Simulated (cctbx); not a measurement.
## Accept or mend?

Cell a = 5.7290 Å, b = 6.6700 Å, c = 12.5000 Å, α = 90.00°, β = 90.00°, γ = 90.00°; space group Amm2 (no. 38). The compound is Ca4Mg2SnW.

The data are simulated with cctbx, not measured: Mo Kα, λ = 0.71073 Å, to d = 0.84 Å, 80 % of the full sphere, strongest reflection 5000 counts, noise from counting, a 4 % proportional error and a noise floor of 8 counts (s.d.); no absorption, and some extinction, which the refinements don't model.

An anisotropic refinement with weights 1/σ² prints:

```text
Rint 0.040, 501 unique reflections to 0.84 A
cycle     R1     wR2    GooF  max shift (A)
   1  0.0329  0.0724   1.476   0.00687
  12  0.0285  0.0611   1.245   0.00233
final R1 0.0285 wR2 0.0611 GooF 1.245  parameters 28  data/parameter 17.9
atom        x        y        z      Ueq    occ   su(xyz)  su(Uiso or U11)
W1     0.50000  0.50000  0.16966   0.0041  1.000  0.00074  0.0003
Sn1    0.50000  0.00000  0.16687   0.0077  1.000  0.00095  0.0005
Ca1    0.00000  0.26420  0.07882   0.0095  1.000  0.00051  0.0013
Ca2    0.50000  0.75549  0.41975   0.0092  1.000  0.00760  0.0010
Mg1    0.00000  0.50000  0.32853   0.0139  1.000  0.00249  0.0034
Mg2    0.00000  0.00000  0.33984   0.0089  1.000  0.00187  0.0032
difference map: max 0.69 min -0.75 rms 0.17
Q1    0.2701  0.0000  0.2482    4    0.70  1.66 A from Sn1
Q2    0.0000  0.1645  0.4124    4    0.65  1.42 A from Mg2
Q3    0.3967  0.1048  0.8259    8    0.61  1.65 A from Ca2
Q4    0.2072  0.0000  0.6728    4    0.57  1.68 A from W1
Q5    0.0000  0.1526  0.9348    4    0.54  1.67 A from Mg1
Q6    0.3993  0.1083  0.5171    8    0.54  1.62 A from Ca2
```

Q: Accept it or mend it, and why?

Mend it. The fault: anomalous dispersion left out. Against the right model at the same level, R1 goes from 0.0232 to 0.0285 and GooF from 1.04 to 1.25. No atom is wrong: without f′ and f″ the atoms near an edge get the wrong scattering power, which U and the scale absorb. The signs are weak, and the output alone doesn't single this fault out. The fit had not settled when the cycles ran out.

The compound is Ca4Mg2SnW. The right model at the same level gives:

```text
Rint 0.040, 501 unique reflections to 0.84 A
cycle     R1     wR2    GooF  max shift (A)
   1  0.0265  0.0576   1.174   0.01281
   4  0.0232  0.0509   1.038   0.00047
final R1 0.0232 wR2 0.0509 GooF 1.038  parameters 28  data/parameter 17.9
atom        x        y        z      Ueq    occ   su(xyz)  su(Uiso or U11)
W1     0.50000  0.50000  0.16927   0.0039  1.000  0.00013  0.0002
Sn1    0.50000  0.00000  0.16728   0.0070  1.000  0.00023  0.0004
Ca1    0.00000  0.26449  0.07886   0.0117  1.000  0.00039  0.0011
Ca2    0.50000  0.75097  0.42200   0.0111  1.000  0.00120  0.0008
Mg1    0.00000  0.50000  0.32928   0.0132  1.000  0.00061  0.0027
Mg2    0.00000  0.00000  0.34033   0.0107  1.000  0.00050  0.0027
Flack x: 0.01(3)
Hooft y: 0.018(31)  Bijvoet pairs: 233
difference map: max 0.71 min -0.64 rms 0.18
Q1    0.0000  0.1638  0.9320    4    0.71  1.69 A from Mg1
Q2    0.2727  0.0000  0.2474    4    0.68  1.64 A from Sn1
Q3    0.3923  0.0981  0.8259    8    0.59  1.69 A from Ca2
Q4    0.0000  0.1556  0.4039    4    0.59  1.31 A from Mg2
Q5    0.2051  0.0000  0.6703    4    0.58  1.69 A from W1
Q6    0.5000  0.0000  0.3744    2    0.54  1.76 A from Ca2
```

The model was made for the exercise: a known structure type with other elements put in, its volume estimated, not relaxed; displacement parameters are assumed.

[Middle refinement cycles are left out of these outputs.]

[Logs are printed without paths, hosts, clocks, repeated set-up lines and the standing remarks that a program may print on its own settings, such as how far it seeks lower states.]
